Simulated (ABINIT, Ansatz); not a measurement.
# How the form of the self-energy moves the gap of SnF4 (I4/mmm)

Wanted: the gap of SnF4 (I4/mmm) under several approximations, with cost.

Program: ABINIT 10.8.3. Level of theory: PBEsol and many-body steps on it, plane waves. Results are calculated unless marked as measured.

## (1) The structure

Symmetry: I4/mmm, No. 139, tetragonal system. The conventional cell has a = 4.050 Å, b = 4.050 Å, c = 7.930 Å, α = 90.00°, β = 90.00°, γ = 90.00°. Sn has 6 F at 1.88 to 2.03 Å nearest. F has 1 Sn at 1.88 Å nearest. F has 2 Sn at 2.03 Å nearest. Farther neighbours and most contacts between anions are not listed.

The cell and positions come from the Crystallography Open Database and are kept as given unless a step says otherwise.

## (2) Empty states on the mesh, 4×4×4 mesh, 227 bands

This step: ABINIT 10.8.3; DFT, PBEsol, plane waves, norm-conserving pseudopotentials.

The sums over transitions need many empty states on a uniform mesh; this step solves for them.

The input, run.abi:

```
acell 3*1.0 Angstrom
rprim 
  -2.025000000000 2.025000000000 3.965000000000
  2.025000000000 -2.025000000000 3.965000000000
  2.025000000000 2.025000000000 -3.965000000000
ntypat 2
znucl 50 9
natom 5
typat 1 2 2 2 2
xred 
  0.000000000000 0.000000000000 0.000000000000
  0.237000000000 0.237000000000 0.000000000000
  0.763000000000 0.763000000000 0.000000000000
  0.500000000000 0.000000000000 0.500000000000
  0.000000000000 0.500000000000 0.500000000000
pp_dirpath "pseudos"
pseudos "Sn.upf, F.upf"
ecut 38
ngkpt 4 4 4
nshiftk 1
shiftk 0 0 0
kptopt 1
chksymbreak 0
irdden 1
istwfk *1
nband 227
prtvol 0
optdriver 6
gwr_task "HDIAGO"
paral_kgb 0
occopt 1
indata_prefix "in"
outdata_prefix "out"
tmpdata_prefix "tmp"
```

Command:

```
$ OMP_NUM_THREADS=1 mpirun -n 4 abinit run.abi > log
```

The log of the run:

```text
.Version 10.8.3 of ABINIT. v10.8.2 released Aug 2026.

 Symmetries : space group I4/m m m (#139); Bravais tI (body-center tetrag.)
[... echo of the input left out ...]
== DATASET  1 ==================================================================
-   mpi_nproc: 4, omp_nthreads: 1 (-1 if OMP is not activated)

--- !DatasetInfo
iteration_state: {dtset: 1, }
dimensions: {natom: 5, nkpt: 13, mband: 227, nsppol: 1, nspinor: 1, nspden: 1, mpw: 4928, }
cutoff_energies: {ecut:  38.0, pawecutdg:  -1.0, }
[...]
Indirect band gap semiconductor
 Fundamental gap:     3.412 (eV)
   VBM:     0.673 (eV) at k: [ 5.0000E-01,  5.0000E-01,  0.0000E+00]
   CBM:     4.085 (eV) at k: [ 0.0000E+00,  0.0000E+00,  0.0000E+00]
 Direct gap:         3.650 (eV) at k: [ 0.0000E+00,  0.0000E+00,  0.0000E+00]

== END DATASET(S) ==============================================================
================================================================================

 -outvars: echo values of variables after computation  --------
           etotal      0.0000000000E+00
            nband         227
             nkpt          13
          spgroup         139
 [... the other variables as echoed above ...]

 Calculation completed.
```

The job ended after 4.3 min (4 MPI ranks of Intel Xeon Platinum 8488C (Sapphire Rapids), shared host; peak memory 5.5 GiB; 17 min of CPU time).

Numbers from this step:

* gap: 3.412 eV
* k of the valence top: 0.5, 0.5, 0
* k of the conduction bottom: 0, 0, 0
* least direct gap: 3.650 eV
* k points computed: 13
* lowest point of the top converged band, above the valence top: 115.5624 eV

On this mesh the gap is 3.412 eV.

The density comes from a self-consistent run that is not shown.

## (3) Screening, 4×4×4 mesh, 104 bands, screening to 141.5 eV

The RPA dielectric matrix is built and inverted for each q.

This step: RPA screening on PBEsol, plane waves, norm-conserving pseudopotentials.

run.abi, as its differences from that of step 2:

```diff
@@ -23,10 +23,11 @@
 chksymbreak 0
-irdden 1
 istwfk *1
-nband 227
-prtvol 0
-optdriver 6
-gwr_task "HDIAGO"
-paral_kgb 0
 occopt 1
+irdwfk 1
+optdriver 3
+nband 104
+ecuteps 5.2
+inclvkb 2
+awtr 1
+symchi 1
 indata_prefix "in"
```

The log of the run:

```text
.Version 10.8.3 of ABINIT. v10.8.2 released Aug 2026.

 Symmetries : space group I4/m m m (#139); Bravais tI (body-center tetrag.)
[... echo of the input left out ...]
== DATASET  1 ==================================================================
-   mpi_nproc: 4, omp_nthreads: 1 (-1 if OMP is not activated)

--- !DatasetInfo
iteration_state: {dtset: 1, }
dimensions: {natom: 5, nkpt: 13, mband: 104, nsppol: 1, nspinor: 1, nspden: 1, mpw: 4928, }
cutoff_energies: {ecut:  38.0, pawecutdg:  -1.0, }
electrons: {nelect:   5.00000000E+01, charge:   0.00000000E+00, occopt:   1.00000000E+00, tsmear:   1.00000000E-02, }

 SCREENING: Calculation of the susceptibility and dielectric matrices

 Based on a program developped by R.W. Godby, V. Olevano, G. Onida, and L. Reining.
 Incorporated in ABINIT by V. Olevano, G.-M. Rignanese, and M. Torrent.
.Using double precision arithmetic ; gwpc =  8

[... cell and pseudopotentials left out ...]
--------------------------------------------------------------------------------

 ==== K-mesh for the wavefunctions ====
 Number of points in the irreducible wedge :    13
[... list of points left out ...]
 Together with 16 symmetry operations and time-reversal symmetry
 yields    64 points in the full Brillouin Zone.

 ==== Q-mesh for the screening function ====
 Number of points in the irreducible wedge :    13
[... list of points left out ...]
 Together with 16 symmetry operations and time-reversal symmetry
 yields    64 points in the full Brillouin Zone.

 setmesh: FFT mesh size selected  =    45x   45x   45
          total number of points  =        91125

 vcoul_init : cutoff-mode = AUXILIARY_FUNCTION
 q-points for optical limit:   1
     1)      0.000010    0.000020    0.000030

- screening: taking advantage of time-reversal symmetry
- Maximum band index for partially occupied states nbvw = 25
- Remaining bands to be divided among processors   nbcw = 79
- Number of bands treated by each node ~19

 Number of electrons calculated from density =   50.0000; Expected =   50.0000
 average of density, n =  0.113925
 r_s =    1.2797
 omega_plasma =   32.5586 [eV]

 calculating chi0 at frequencies [eV] :
  1    0.000000E+00    0.000000E+00
  2    0.000000E+00    3.255860E+01

--------------------------------------------------------------------------------
  q-point number  1        q = ( 0.000000, 0.000000, 0.000000) [r.l.u.]
--------------------------------------------------------------------------------
[... chi0 elements left out ...]
 For q-point:  0.000010 0.000020 0.000030
  dielectric constant =   2.3883
  dielectric constant without local fields =   2.5005

  Average fulfillment of the sum rule on Im[epsilon] for q-point    1 :     44.82  [%]
[... wings left out ...]
  q-point number  2        q = ( 0.250000, 0.000000, 0.000000) [r.l.u.]
--------------------------------------------------------------------------------
[... chi0 elements left out ...]
  Average fulfillment of the sum rule on Im[epsilon] for q-point    2 :     57.06  [%]

 [... 11 further q-points ...]
```

Wall time 5 min (4 MPI ranks); peak memory 3.9 GiB; 20 min of CPU time.

This step gave:

```
ε∞ with local fields, on this mesh, along the program's q direction : 2.388
the same without local fields                                       : 2.501
plasma frequency                                                    : 32.56 eV
plane waves in the screening matrix                                 : 251
```

Local fields lower ε∞ by 4 %.

## (4) G0W0, Godby-Needs plasmon pole

The self-energy is evaluated for the states that the input lists, and the levels follow from it, in one-shot runs by the linearised quasiparticle equation.

This step: G0W0 on PBEsol, plane waves, norm-conserving pseudopotentials.

run.abi, as its differences from that of step 3:

```diff
@@ -26,8 +26,17 @@
 irdwfk 1
-optdriver 3
+optdriver 4
 nband 104
+gwcalctyp 0
+ecutsigx 38
+symsigma 1
+nkptgw 2
+kptgw 
+  0.5000000000 0.5000000000 0.0000000000
+  0.0000000000 0.0000000000 0.0000000000
+bdgw 
+  24 27
+  24 27
 ecuteps 5.2
-inclvkb 2
-awtr 1
-symchi 1
+irdscr 1
+ppmodel 1
 indata_prefix "in"
```

The log of the run:

```text
.Version 10.8.3 of ABINIT. v10.8.2 released Aug 2026.

 Symmetries : space group I4/m m m (#139); Bravais tI (body-center tetrag.)
[... echo of the input left out ...]
== DATASET  1 ==================================================================
-   mpi_nproc: 4, omp_nthreads: 1 (-1 if OMP is not activated)

--- !DatasetInfo
iteration_state: {dtset: 1, }
dimensions: {natom: 5, nkpt: 13, mband: 104, nsppol: 1, nspinor: 1, nspden: 1, mpw: 4928, }
cutoff_energies: {ecut:  38.0, pawecutdg:  -1.0, }
electrons: {nelect:   5.00000000E+01, charge:   0.00000000E+00, occopt:   1.00000000E+00, tsmear:   1.00000000E-02, }

 SIGMA: Calculation of the GW corrections

 Based on a program developped by R.W. Godby, V. Olevano, G. Onida, and L. Reining.
 Incorporated in ABINIT by V. Olevano, G.-M. Rignanese, and M. Torrent.
.Using double precision arithmetic ; gwpc =  8

[... cell and pseudopotentials left out ...]
--------------------------------------------------------------------------------

 ==== K-mesh for the wavefunctions ====
 Number of points in the irreducible wedge :    13
[... list of points left out ...]
 Together with 16 symmetry operations and time-reversal symmetry
 yields    64 points in the full Brillouin Zone.

 ==== Q-mesh for screening function ====
 Number of points in the irreducible wedge :    13
[... list of points left out ...]
 Together with 16 symmetry operations and time-reversal symmetry
 yields    64 points in the full Brillouin Zone.

 vcoul_init : cutoff-mode = AUXILIARY_FUNCTION
 q-points for optical limit:   1
     1)      0.000010    0.000020    0.000030
 setmesh: FFT mesh size selected  =    72x   72x   72
          total number of points  =       373248

 Number of electrons calculated from density =   50.0000; Expected =   50.0000
 average of density, n =  0.113925
 r_s =    1.2797
 omega_plasma =   32.5586 [eV]

 === KS Band Gaps ===
  >>>> For spin  1
   Minimum direct gap =   3.6497 [eV], located at k-point      :   0.0000  0.0000  0.0000
   Fundamental gap    =   3.4121 [eV], Top of valence bands at :   0.5000  0.5000  0.0000
                                       Bottom of conduction at :   0.0000  0.0000  0.0000
 SIGMA fundamental parameters:
 PLASMON POLE MODEL  1
 number of plane-waves for SigmaX                 4917
 number of plane-waves for SigmaC and W            251
 number of plane-waves for wavefunctions          4917
 number of bands                                   104
 number of independent spin polarizations            1
 number of spinorial components                      1
 number of k-points in IBZ                          13
 number of q-points in IBZ                          13
 number of symmetry operations                      16
 number of k-points in BZ                           64
 number of q-points in BZ                           64
 number of frequencies for dSigma/dE                 9
 frequency step for dSigma/dE [eV]                0.25
 number of omega for Sigma on real axis              0
 max omega for Sigma on real axis  [eV]           0.00
 zcut for avoiding poles [eV]                     0.10

 EPSILON^-1 parameters (SCR file):
 dimension of the eps^-1 matrix on file            251
 dimension of the eps^-1 matrix used               251
 number of plane-waves for wavefunctions          4917
 number of bands                                   104
 number of q-points in IBZ                          13
 number of frequencies                               2
 number of real frequencies                          1
 number of imag frequencies                          1

 matrix elements of self-energy operator (all in [eV])

 Perturbative Calculation

--- !SelfEnergy_ee
iteration_state: {dtset: 1, }
kpoint     : [   0.500,    0.500,    0.000, ]
spin       : 1
KS_gap     :    7.825
QP_gap     :   12.590
Delta_QP_KS:    4.765
data: !SigmaeeData |
     Band     E0 <VxcDFT>   SigX SigC(E0)      Z dSigC/dE  Sig(E)    E-E0       E
       24   0.387 -22.378 -30.431   5.712   0.806  -0.240 -24.266  -1.887  -1.500
       25   0.673 -22.903 -31.001   5.797   0.807  -0.240 -24.758  -1.855  -1.182
       26   8.498 -20.574 -14.213  -2.913   0.844  -0.185 -17.664   2.909  11.407
       27   9.422 -13.406  -7.759  -3.384   0.878  -0.139 -11.421   1.986  11.408

--- !SelfEnergy_ee
iteration_state: {dtset: 1, }
kpoint     : [   0.000,    0.000,    0.000, ]
spin       : 1
KS_gap     :    3.650
QP_gap     :    7.379
Delta_QP_KS:    3.729
data: !SigmaeeData |
     Band     E0 <VxcDFT>   SigX SigC(E0)      Z dSigC/dE  Sig(E)    E-E0       E
       24   0.435 -22.583 -30.616   5.727   0.806  -0.240 -24.442  -1.859  -1.424
       25   0.435 -22.583 -30.616   5.727   0.806  -0.240 -24.442  -1.859  -1.424
       26   4.085 -17.488 -13.247  -2.074   0.863  -0.159 -15.618   1.870   5.955
       27  12.318 -10.593  -5.530  -3.215   0.883  -0.133  -8.962   1.631  13.949

== END DATASET(S) ==============================================================
================================================================================

 -outvars: echo values of variables after computation  --------
           etotal      0.0000000000E+00
            nband         104
             nkpt          13
          spgroup         139
 [... the other variables as echoed above ...]

 Calculation completed.
```

Wall time 21 s (4 MPI ranks); peak memory 3.2 GiB.

Numbers from this step:

| Item | Value |
| --- | --- |
| G0W0 gap on the points computed | 7.137 eV |
| starting gap on the mesh | 3.412 eV |
| k of the valence top | 0.5, 0.5, 0 |
| k of the conduction bottom | 0, 0, 0 |
| Z at the valence top | 0.807 |
| Z at the conduction bottom | 0.863 |
| least direct G0W0 gap on the computed points | 7.379 eV |

The gap on the mesh goes from 3.41 eV to 7.14 eV, a correction of +3.72 eV.

## (5) G0W0, Hybertsen-Louie plasmon pole

run.abi, as its differences from that of step 4:

```diff
@@ -40,3 +40,3 @@
 irdscr 1
-ppmodel 1
+ppmodel 2
 indata_prefix "in"
@@ -44 +44,2 @@
 tmpdata_prefix "tmp"
+gwmem 00
```

The log of the run:

```text
.Version 10.8.3 of ABINIT. v10.8.2 released Aug 2026.

 Symmetries : space group I4/m m m (#139); Bravais tI (body-center tetrag.)
[... echo of the input left out ...]
== DATASET  1 ==================================================================
-   mpi_nproc: 4, omp_nthreads: 1 (-1 if OMP is not activated)

--- !DatasetInfo
iteration_state: {dtset: 1, }
dimensions: {natom: 5, nkpt: 13, mband: 104, nsppol: 1, nspinor: 1, nspden: 1, mpw: 4928, }
cutoff_energies: {ecut:  38.0, pawecutdg:  -1.0, }
electrons: {nelect:   5.00000000E+01, charge:   0.00000000E+00, occopt:   1.00000000E+00, tsmear:   1.00000000E-02, }

 SIGMA: Calculation of the GW corrections

 Based on a program developped by R.W. Godby, V. Olevano, G. Onida, and L. Reining.
 Incorporated in ABINIT by V. Olevano, G.-M. Rignanese, and M. Torrent.
.Using double precision arithmetic ; gwpc =  8

[... cell and pseudopotentials left out ...]
--------------------------------------------------------------------------------

 ==== K-mesh for the wavefunctions ====
 Number of points in the irreducible wedge :    13
[... list of points left out ...]
 Together with 16 symmetry operations and time-reversal symmetry
 yields    64 points in the full Brillouin Zone.

 ==== Q-mesh for screening function ====
 Number of points in the irreducible wedge :    13
[... list of points left out ...]
 Together with 16 symmetry operations and time-reversal symmetry
 yields    64 points in the full Brillouin Zone.

 vcoul_init : cutoff-mode = AUXILIARY_FUNCTION
 q-points for optical limit:   1
     1)      0.000010    0.000020    0.000030
 setmesh: FFT mesh size selected  =    72x   72x   72
          total number of points  =       373248

 Number of electrons calculated from density =   50.0000; Expected =   50.0000
[...]
number of omega for Sigma on real axis              0
 max omega for Sigma on real axis  [eV]           0.00
 zcut for avoiding poles [eV]                     0.10

 EPSILON^-1 parameters (SCR file):
 dimension of the eps^-1 matrix on file            251
 dimension of the eps^-1 matrix used               251
 number of plane-waves for wavefunctions          4917
 number of bands                                   104
 number of q-points in IBZ                          13
 number of frequencies                               2
 number of real frequencies                          1
 number of imag frequencies                          1

 matrix elements of self-energy operator (all in [eV])

 Perturbative Calculation

--- !SelfEnergy_ee
iteration_state: {dtset: 1, }
kpoint     : [   0.500,    0.500,    0.000, ]
spin       : 1
KS_gap     :    7.825
QP_gap     :   13.411
Delta_QP_KS:    5.586
data: !SigmaeeData |
     Band     E0 <VxcDFT>   SigX SigC(E0)      Z dSigC/dE  Sig(E)    E-E0       E
       24   0.387 -22.378 -30.431   5.093   0.879  -0.138 -24.979  -2.601  -2.214
       25   0.673 -22.903 -31.001   5.183   0.879  -0.138 -25.464  -2.561  -1.888
       26   8.498 -20.574 -14.213  -3.004   0.901  -0.110 -17.549   3.025  11.523
[...]
--- !SelfEnergy_ee
iteration_state: {dtset: 1, }
kpoint     : [   0.000,    0.000,    0.000, ]
spin       : 1
KS_gap     :    3.650
QP_gap     :    7.906
Delta_QP_KS:    4.256
data: !SigmaeeData |
     Band     E0 <VxcDFT>   SigX SigC(E0)      Z dSigC/dE  Sig(E)    E-E0       E
[...]
26   4.085 -17.488 -13.247  -2.383   0.910  -0.099 -15.799   1.689   5.775
       27  12.318 -10.593  -5.530  -3.413   0.925  -0.081  -9.067   1.526  13.844

== END DATASET(S) ==============================================================
================================================================================

 -outvars: echo values of variables after computation  --------
           etotal      0.0000000000E+00
            nband         104
             nkpt          13
          spgroup         139
 [... the other variables as echoed above ...]

 Calculation completed.
```

It took 21 s on 4 MPI ranks; peak memory 1.1 GiB; 81 s of CPU time.

This step gave:

| Item | Value |
| --- | --- |
| G0W0 gap on the points computed | 7.663 eV |
| starting gap on the mesh | 3.412 eV |
| k of the valence top | 0.5, 0.5, 0 |
| k of the conduction bottom | 0, 0, 0 |
| Z at the valence top | 0.879 |
| Z at the conduction bottom | 0.91 |
| least direct G0W0 gap on the computed points | 7.906 eV |

Against G0W0 in ABINIT (4×4×4 mesh, 104 bands, screening to 141.5 eV, Godby-Needs plasmon pole), the gap moves by +0.526 eV.

## (6) G0W0, Engel-Farid plasmon pole

run.abi, as its differences from that of step 5:

```diff
@@ -40,3 +40,3 @@
 irdscr 1
-ppmodel 2
+ppmodel 4
 indata_prefix "in"
```

The log of the run:

```text
.Version 10.8.3 of ABINIT. v10.8.2 released Aug 2026.

 Symmetries : space group I4/m m m (#139); Bravais tI (body-center tetrag.)
[... echo of the input left out ...]
== DATASET  1 ==================================================================
-   mpi_nproc: 4, omp_nthreads: 1 (-1 if OMP is not activated)

--- !DatasetInfo
iteration_state: {dtset: 1, }
dimensions: {natom: 5, nkpt: 13, mband: 104, nsppol: 1, nspinor: 1, nspden: 1, mpw: 4928, }
cutoff_energies: {ecut:  38.0, pawecutdg:  -1.0, }
[...]
Band     E0 <VxcDFT>   SigX SigC(E0)      Z dSigC/dE  Sig(E)    E-E0       E
[...]
26   4.085 -17.488 -13.247  -2.159   0.874  -0.144 -15.668   1.820   5.905
       27  12.318 -10.593  -5.530  -3.292   0.895  -0.118  -9.008   1.585  13.903

== END DATASET(S) ==============================================================
================================================================================

 -outvars: echo values of variables after computation  --------
           etotal      0.0000000000E+00
            nband         104
             nkpt          13
          spgroup         139
 [... the other variables as echoed above ...]

 Calculation completed.
```

The job ended after 17 s (4 MPI ranks; peak memory 1.1 GiB; 69 s of CPU time).

This step gave:

```yaml
g0w0_gap_on_the_points_computed: 7.141 eV
starting_gap_on_the_mesh: 3.412 eV
k_of_the_valence_top: 0.5, 0.5, 0
k_of_the_conduction_bottom: 0, 0, 0
least_direct_g0w0_gap_on_the_computed_points: 7.389 eV
```

Against G0W0 in ABINIT (4×4×4 mesh, 104 bands, screening to 141.5 eV, Godby-Needs plasmon pole), the gap moves by +0.004 eV.

(Part 1 of 2 ends here.)

[Paths, hosts, dates, memory and timing lines, banners, echoed tables and standing remarks are left out of the program output.]

[Logs are printed without paths, hosts, clocks, repeated set-up lines and the standing remarks that a program may print on its own settings, such as how far it seeks lower states.]

[Runs of the session that timed out or met a known fault of the program may be left out.]

[Hosts, paths, dates, database ids (printed as entryN), source tags and the programs' standing remarks are cut or masked in the printed files.]

[G0W0 gaps are taken among the corrected bands and points alone; a level outside them can change the order at an edge.]

[Where Ansatz stands beside ABINIT at settings called matched, ABINIT's density can come from a denser mesh and the files from another edition; pairs whose starting gaps differed by over 0.03 eV were left out, so agreement reads better than it is.]
